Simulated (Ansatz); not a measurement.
## Glassy Ba4.1Hf30.6O65.3 (121 atoms): geometry optimisation

Aim: bring glassy Ba4.1Hf30.6O65.3 (121 atoms) to a nearby minimum of the energy and see what moves.

Method: Kohn-Sham DFT, r2SCAN, PAW (set soft_2), plane waves, in Ansatz 0.2.0.

**Experiments to compare with.** The Hf-O bond length of an amorphous hafnium oxide film with 12% of Hf replaced by Ba, grown by pulsed laser deposition, was obtained by fitting Hf L3-edge EXAFS (“Structure-evolution-designed amorphous oxides for dielectric energy storage”, 2023, PMC10213053): nearest Hf–O distance 2.08 Å.

Report form: the programs' logs are mostly left out.

## (1) Starting point

The cell holds 121 atoms: 5 Ba, 37 Hf and 79 O. Its edges and angles: a = 11.844 Å, b = 11.844 Å, c = 11.844 Å, α = 90.0°, β = 90.0°, γ = 90.0°. 121 atoms (5 Ba, 37 Zr, 79 O) placed at random at 5.15 g/cm³, melted at 4500 K for 20 ps at fixed volume with the Morse and Coulomb pair potential with partial charges (Pedone, Malavasi, Menziani, Cormack and Segre, J. Phys. Chem. B 110, 11780 (2006)). Quenched from 4500 K to 300 K at 20 K/ps and fixed volume, held 20 ps at zero pressure. Then Zr was replaced by Hf (the potential has no terms for the new elements, so the cell is a start for a DFT relaxation).

Limits known from the start: The quench rate of 20 K/ps is many orders above laboratory rates, so the cell is likely richer in defects and strain than a real sample. The starting topology of bonds comes from the classical model. The Brillouin zone is sampled at Γ only, in a cell whose shortest periodic width is 12 Å. No spin–orbit coupling is included, so levels derived from the heavy atoms are approximate.

## (2) Single point at the start

A single point comes first, to see the forces before anything moves.

Contents of input.yaml:

```yaml
crystal:
  lattice:
    - [11.84387, 0.0, 0.0]
    - [0.0, 11.84387, 0.0]
    - [0.0, 0.0, 11.84387]
  atoms:
    - { symbol: Ba, position: [0.85, 0.82379, 0.66328] }
    - { symbol: Ba, position: [0.1396, 0.11506, 0.2547] }
    - { symbol: Ba, position: [0.17667, 0.49328, 0.90998] }
    - { symbol: Ba, position: [0.98661, 0.83064, 0.0707] }
    - { symbol: Ba, position: [0.29773, 0.07016, 0.62916] }
    - { symbol: Hf, position: [0.5816, 0.62602, 0.71347] }
    - { symbol: Hf, position: [0.58987, 0.88433, 0.49111] }
    - { symbol: Hf, position: [0.58168, 0.29778, 0.18738] }
    - { symbol: Hf, position: [0.13544, 0.83088, 0.7867] }
    - { symbol: Hf, position: [0.78082, 0.32914, 0.92716] }
    - { symbol: Hf, position: [0.3117, 0.34652, 0.14643] }
    - { symbol: Hf, position: [0.36565, 0.28867, 0.40798] }
    - { symbol: Hf, position: [0.51295, 0.48762, 0.00178] }
    - { symbol: Hf, position: [0.47963, 0.0109, 0.03522] }
    - { symbol: Hf, position: [0.66908, 0.78989, 0.92892] }
    - { symbol: Hf, position: [0.31833, 0.45957, 0.59974] }
    - { symbol: Hf, position: [0.06321, 0.57212, 0.18284] }
    - { symbol: Hf, position: [0.09283, 0.3846, 0.39725] }
    - { symbol: Hf, position: [0.76646, 0.09789, 0.13195] }
    - { symbol: Hf, position: [0.89167, 0.57307, 0.86896] }
    - { symbol: Hf, position: [0.32531, 0.74215, 0.57983] }
    - { symbol: Hf, position: [0.36555, 0.74959, 0.89959] }
    - { symbol: Hf, position: [0.04593, 0.28151, 0.76097] }
    - { symbol: Hf, position: [0.86596, 0.28501, 0.27936] }
    - { symbol: Hf, position: [0.54874, 0.74853, 0.20864] }
    - { symbol: Hf, position: [0.63448, 0.0772, 0.76209] }
    - { symbol: Hf, position: [0.36945, 0.26086, 0.8591] }
    - { symbol: Hf, position: [0.31707, 0.5976, 0.29773] }
    - { symbol: Hf, position: [0.86678, 0.97269, 0.35235] }
    - { symbol: Hf, position: [0.82156, 0.42554, 0.58493] }
    - { symbol: Hf, position: [0.94504, 0.13969, 0.55446] }
    - { symbol: Hf, position: [0.16656, 0.10992, 0.95096] }
    [... 83 atom lines left out ...]
    - { symbol: O, position: [0.23661, 0.50271, 0.15905] }
    - { symbol: O, position: [0.62433, 0.96555, 0.63536] }
    - { symbol: O, position: [0.21411, 0.60072, 0.59471] }
    - { symbol: O, position: [0.98803, 0.70527, 0.49589] }
    - { symbol: O, position: [0.98353, 0.88669, 0.83896] }
    - { symbol: O, position: [0.90264, 0.11174, 0.2476] }
kpoints:
  mp_grid: { grid: [1, 1, 1] }
hamiltonian:
  xc: r2scan
scf:
  occupations: { method: fixed }
output:
  forces: true
```

The run is started by

```sh
$ ansatz run input.yaml --threads 4 --pin off --max-ram 8192MiB --backend cpu --events-out ev --progress --plain --runs-dir out
```

Elapsed: 77 s, on 4 threads of Intel Xeon Platinum 8375C at 2.90GHz (Ice Lake), shared host; peak memory 5.9 GiB; 4.9 min of CPU time.

The program notes that it cut back its work space to fit the memory limit.

The run gave:

```
free energy            : -657085.5816 eV
free energy per atom   : -5430.4594 eV/atom
SCF cycles             : 11
r.m.s. force component : 0.6752 eV/Å
longest force          : 3.569 eV/Å
Fermi energy           : 11.41 eV
```

The r.m.s. force component of 0.68 eV/Å sets the starting point.

Length of the force by element:

| element | coordination | atoms | mean length of the force (eV/Å) | spread | least | most |
| --- | --- | --- | --- | --- | --- | --- |
| Ba | all | 5 | 1.17 | 0.396 | 0.695 | 1.82 |
| Hf | all | 37 | 1.46 | 0.685 | 0.310 | 3.57 |
| O | all | 79 | 0.815 | 0.341 | 0.137 | 2.18 |

## (3) Cell and atoms relaxed

The cell is relaxed with the atoms, since the starting lattice needn't suit this functional.

Changes to input.yaml since step 2:

```diff
@@ -15 +15,5 @@
   forces: true
+relax:
+  f_tol: 0.03
+  max_steps: 83
+  cell: {}
```

The job ended after 10 min (4 threads; peak memory 5.9 GiB).

Step by step:

| step | energy less that of the first step (eV) | largest force component (eV/Å) | pressure (GPa) | volume (Å³) |
| --- | --- | --- | --- | --- |
| 1 | 0.0000 | 2.4260 | -7.37 | 1661.43 |
| 2 | -5.9107 | 1.1662 | 1.02 | 1583.28 |
| 3 | -7.5438 | 0.5159 | 0.54 | 1585.80 |
| 4 | -8.0433 | 0.2387 | 0.15 | 1586.34 |
| 5 | -8.1426 | 0.1577 | 0.02 | 1586.08 |
| 6 | -8.1546 | 0.1944 | -0.02 | 1585.31 |
| 7 | -8.1772 | 0.0839 | 0.00 | 1585.64 |
| 8 | -8.1806 | 0.0351 | 0.01 | 1585.31 |
| 9 | -8.1809 | 0.0178 | -0.01 | 1585.68 |
| 10* | -8.1442 | 0.0178 | 0.01 | 1585.68 |

Relaxation steps marked * repeat the geometry before them on a plane-wave basis chosen anew for their cell, so energy and pressure can jump there.

| cell as run | before | after | change |
| --- | --- | --- | --- |
| a (Å) | 11.844 | 11.723 | -1.0 % |
| b (Å) | 11.844 | 11.617 | -1.9 % |
| c (Å) | 11.844 | 11.655 | -1.6 % |
| α (°) | 90.00 | 87.97 | -2.3 % |
| β (°) | 90.00 | 89.51 | -0.5 % |
| γ (°) | 90.00 | 88.58 | -1.6 % |
| volume (Å³/atom) | 13.73 | 13.10 | -4.6 % |

The atoms that moved most (Å, as changes of fractional coordinates times the final cell):

| atom | dx | dy | dz | length |
| --- | --- | --- | --- | --- |
| Ba3 | 0.194 | 0.360 | -0.072 | 0.415 |
| O84 | -0.258 | 0.228 | -0.193 | 0.395 |
| O68 | -0.344 | 0.128 | 0.013 | 0.367 |
| O52 | 0.159 | 0.316 | -0.057 | 0.358 |
| O75 | 0.281 | -0.111 | 0.151 | 0.338 |
| O51 | -0.050 | -0.292 | 0.143 | 0.329 |
| O48 | 0.307 | -0.049 | 0.057 | 0.316 |
| Hf16 | -0.253 | -0.172 | 0.066 | 0.313 |

The relaxation changed the energy by -67.3 meV/atom, and atoms moved by 0.18 Å r.m.s., 0.41 Å at most.

## (4) Local order after relaxation

Bonds before and after, by the cutoffs listed below:

| pair | bonds before | bonds after | mean before (Å) | mean after (Å) | spread before (Å) | spread after (Å) |
| --- | --- | --- | --- | --- | --- | --- |
| O-Hf | 226 | 230 | 2.148 | 2.127 | 0.126 | 0.125 |
| O-Ba | 40 | 42 | 2.889 | 2.821 | 0.203 | 0.205 |

Density 8.96 g/cm³, 13.10 Å³ an atom.

Pair distribution functions g(r), in bins of 0.2 Å:

| r (Å) | total | O-O | O-Hf | O-Ba | Hf-Hf | Hf-Ba | Ba-Ba |
| --- | --- | --- | --- | --- | --- | --- | --- |
| 1.90 | 0.56 | 0.00 | 1.40 | 0.00 | 0.00 | 0.00 | 0.00 |
| 2.10 | 3.04 | 0.00 | 7.63 | 0.00 | 0.00 | 0.00 | 0.00 |
| 2.30 | 0.71 | 0.00 | 1.77 | 0.00 | 0.00 | 0.00 | 0.00 |
| 2.50 | 0.52 | 0.91 | 0.21 | 0.99 | 0.00 | 0.00 | 0.00 |
| 2.70 | 1.34 | 2.59 | 0.03 | 4.20 | 0.00 | 0.00 | 0.00 |
| 2.90 | 1.20 | 2.50 | 0.08 | 1.90 | 0.00 | 0.00 | 0.00 |
| 3.10 | 0.97 | 1.81 | 0.18 | 0.85 | 0.94 | 0.00 | 0.00 |
| 3.30 | 0.87 | 1.11 | 0.39 | 0.89 | 2.02 | 0.00 | 0.00 |
| 3.50 | 0.89 | 0.68 | 0.63 | 0.65 | 2.70 | 2.47 | 0.00 |
| 3.70 | 1.01 | 0.55 | 0.89 | 0.59 | 2.88 | 4.74 | 0.00 |
| 3.90 | 1.00 | 0.57 | 1.14 | 0.84 | 1.83 | 3.38 | 0.00 |
| 4.10 | 1.10 | 1.07 | 1.19 | 0.85 | 0.94 | 1.45 | 0.00 |
| 4.30 | 0.95 | 0.72 | 1.31 | 0.85 | 0.61 | 0.37 | 0.00 |
| 4.50 | 0.81 | 0.51 | 1.25 | 0.95 | 0.27 | 1.01 | 0.00 |
| 4.70 | 1.00 | 0.73 | 1.50 | 0.72 | 0.37 | 0.46 | 4.62 |
| 4.90 | 1.04 | 1.08 | 1.17 | 1.33 | 0.31 | 0.28 | 2.12 |
| 5.10 | 1.08 | 1.25 | 1.03 | 1.35 | 0.39 | 0.92 | 2.00 |
| 5.30 | 1.13 | 1.48 | 0.82 | 1.31 | 0.91 | 0.61 | 0.00 |
| 5.50 | 1.08 | 1.38 | 0.81 | 1.49 | 0.89 | 0.34 | 0.00 |
| 5.70 | 1.03 | 0.99 | 1.06 | 1.04 | 1.28 | 0.42 | 0.00 |

Bonds by pair of elements; cutoffs follow the first minimum of g(r), held within bounds set by covalent radii, and pairs that aren't listed don't count as bonded:

| pair A-B | cutoff (Å) | bonds | mean length (Å) | spread (Å) | shortest (Å) | B about A | A about B |
| --- | --- | --- | --- | --- | --- | --- | --- |
| O-Hf | 2.82 | 230 | 2.13 | 0.125 | 1.93 | 2.91 | 6.22 |
| O-Ba | 3.29 | 42 | 2.82 | 0.205 | 2.50 | 0.532 | 8.4 |

How many atoms have how many bonded neighbours:

| element | mean | 2 | 3 | 4 | 5 | 6 | 7 | 8 | 9 | 10 |
| --- | --- | --- | --- | --- | --- | --- | --- | --- | --- | --- |
| Ba | 8.4 | 0 | 0 | 0 | 0 | 0 | 1 | 2 | 1 | 1 |
| Hf | 6.22 | 0 | 0 | 0 | 2 | 25 | 10 | 0 | 0 | 0 |
| O | 3.44 | 1 | 43 | 34 | 1 | 0 | 0 | 0 | 0 | 0 |

Bond angles (no mean is given where the spread exceeds 20°):

| angle | count | mean (°) | spread (°) |
| --- | --- | --- | --- |
| O-Hf-O | 605 | - | - |
| Hf-O-Hf | 230 | 116 | 18.3 |
| Ba-O-Hf | 108 | 102 | 15.2 |
| Ba-O-Ba | 6 | - | - |

Bond length by coordination (bonds to H left out):

| element | coordination | atoms | mean bond length (Å) |
| --- | --- | --- | --- |
| Ba | 7 | 1 | 2.88 |
| Ba | 8 | 2 | 2.78 |
| Ba | 9 | 1 | 2.81 |
| Ba | 10 | 1 | 2.87 |
| Hf | 5 | 2 | 2.00 |
| Hf | 6 | 25 | 2.10 |
| Hf | 7 | 10 | 2.19 |
| O | 2 | 1 | 1.96 |
| O | 3 | 43 | 2.13 |
| O | 4 | 34 | 2.32 |
| O | 5 | 1 | 2.52 |

First main peaks of g(r), for some of the pairs, lie near 2.8 Å (O-O), 2.1 Å (O-Hf), 2.7 Å (O-Ba), 3.7 Å (Hf-Hf) and 3.7 Å (Hf-Ba). By these cutoffs 40 % of Ba atoms have 8, 68 % of Hf atoms have 6 and 54 % of O atoms have 3 bonded neighbours.

## (5) Single point at the relaxed geometry

The electronic structure is read at the final geometry, in a run of its own.

Contents of input.yaml:

```yaml
crystal:
  lattice:
    - [11.72177, 0.14435, 0.0483]
    - [0.14435, 11.61447, 0.20594]
    - [0.0483, 0.20594, 11.65283]
  atoms:
    - { symbol: Ba, position: [0.84161, 0.82578, 0.66238] }
    - { symbol: Ba, position: [0.12916, 0.12213, 0.26473] }
    - { symbol: Ba, position: [0.19283, 0.52422, 0.90317] }
    - { symbol: Ba, position: [0.97734, 0.82367, 0.07018] }
    - { symbol: Ba, position: [0.29273, 0.07185, 0.64501] }
    - { symbol: Hf, position: [0.58849, 0.62975, 0.71553] }
    - { symbol: Hf, position: [0.59994, 0.88174, 0.50004] }
    - { symbol: Hf, position: [0.57723, 0.2953, 0.18032] }
    - { symbol: Hf, position: [0.13445, 0.83328, 0.77922] }
    - { symbol: Hf, position: [0.77504, 0.33078, 0.92528] }
    - { symbol: Hf, position: [0.30346, 0.3428, 0.14291] }
    - { symbol: Hf, position: [0.37122, 0.29234, 0.40498] }
    - { symbol: Hf, position: [0.51014, 0.49949, 0.9952] }
    - { symbol: Hf, position: [0.48621, 0.00662, 0.04036] }
    - { symbol: Hf, position: [0.66739, 0.80985, 0.92386] }
    - { symbol: Hf, position: [0.29694, 0.44492, 0.60577] }
    - { symbol: Hf, position: [0.06571, 0.56128, 0.17951] }
    - { symbol: Hf, position: [0.08905, 0.38428, 0.40378] }
    - { symbol: Hf, position: [0.77143, 0.09962, 0.11969] }
    - { symbol: Hf, position: [0.89066, 0.57342, 0.86479] }
    - { symbol: Hf, position: [0.32621, 0.73962, 0.58008] }
    - { symbol: Hf, position: [0.36851, 0.76892, 0.89491] }
    - { symbol: Hf, position: [0.05138, 0.28255, 0.75573] }
    - { symbol: Hf, position: [0.85632, 0.29664, 0.27709] }
    - { symbol: Hf, position: [0.54658, 0.73869, 0.21896] }
    - { symbol: Hf, position: [0.65337, 0.07531, 0.76397] }
    - { symbol: Hf, position: [0.37572, 0.25974, 0.86931] }
    - { symbol: Hf, position: [0.30389, 0.59851, 0.30858] }
    - { symbol: Hf, position: [0.85904, 0.9792, 0.34695] }
    - { symbol: Hf, position: [0.81097, 0.42288, 0.59335] }
    - { symbol: Hf, position: [0.94311, 0.1366, 0.55829] }
    - { symbol: Hf, position: [0.18025, 0.09773, 0.95617] }
    [... 83 atom lines left out ...]
    - { symbol: O, position: [0.23102, 0.50411, 0.14732] }
    - { symbol: O, position: [0.62778, 0.97148, 0.63663] }
    - { symbol: O, position: [0.21308, 0.60414, 0.61166] }
    - { symbol: O, position: [0.9864, 0.70773, 0.49874] }
    - { symbol: O, position: [0.9844, 0.89486, 0.83154] }
    - { symbol: O, position: [0.90539, 0.1227, 0.24353] }
kpoints:
  mp_grid: { grid: [1, 1, 1] }
hamiltonian:
  xc: r2scan
scf:
  occupations: { method: fixed }
output:
  forces: true
  stress: true
  populations: true
  dos:
    method: { smearing: { sigma: 0.1 } }
    de: 0.1
    projected: { site_lists: { Ba: [Ba], Hf: [Hf], O: [O] } }
  eigenvalues: true
  write_density: true
  write_potential: true
  volumetric_format: npy
```

Wall time 95 s (4 threads); peak memory 5.9 GiB; 6.2 min of CPU time.

Numbers from this run:

| Property | Result |
| --- | --- |
| free energy | -657093.7257 eV |
| free energy per atom | -5430.5267 eV/atom |
| SCF cycles | 11 |
| pressure | 0.01271 GPa |
| r.m.s. force component | 0.00466 eV/Å |
| longest force | 0.01963 eV/Å |
| Fermi energy | 12.09 eV |
| gap (highest filled to lowest empty level) | 4.218 eV |
| spilling of the projection | 0.003385 |

Löwdin charges by element and coordination (they lack the spilled electrons, 0.042 e an atom on average):

| element | coordination | atoms | mean charge (e) | spread | least | most |
| --- | --- | --- | --- | --- | --- | --- |
| Ba | all | 5 | 1.83 | 0.0055 | 1.82 | 1.84 |
| Ba | 7 | 1 | 1.83 | 0 | 1.83 | 1.83 |
| Ba | 8 | 2 | 1.83 | 0.0026 | 1.83 | 1.84 |
| Ba | 9 | 1 | 1.82 | 0 | 1.82 | 1.82 |
| Ba | 10 | 1 | 1.83 | 0 | 1.83 | 1.83 |
| Hf | all | 37 | 1.48 | 0.0503 | 1.37 | 1.58 |
| Hf | 5 | 2 | 1.41 | 0.0397 | 1.37 | 1.45 |
| Hf | 6 | 25 | 1.47 | 0.046 | 1.38 | 1.55 |
| Hf | 7 | 10 | 1.51 | 0.0427 | 1.46 | 1.58 |
| O | all | 79 | -0.745 | 0.045 | -0.875 | -0.670 |
| O | 2 | 1 | -0.670 | 0 | -0.670 | -0.670 |
| O | 3 | 43 | -0.726 | 0.0341 | -0.819 | -0.673 |
| O | 4 | 34 | -0.769 | 0.0429 | -0.875 | -0.695 |
| O | 5 | 1 | -0.825 | 0 | -0.825 | -0.825 |

(Part 1 of 2 ends here.)

[Logs are printed without paths, hosts, clocks, repeated set-up lines and the standing remarks that a program may print on its own settings, such as how far it seeks lower states.]

[Hosts, paths, dates, database ids (printed as entryN), source tags and the programs' standing remarks are cut or masked in the printed files.]
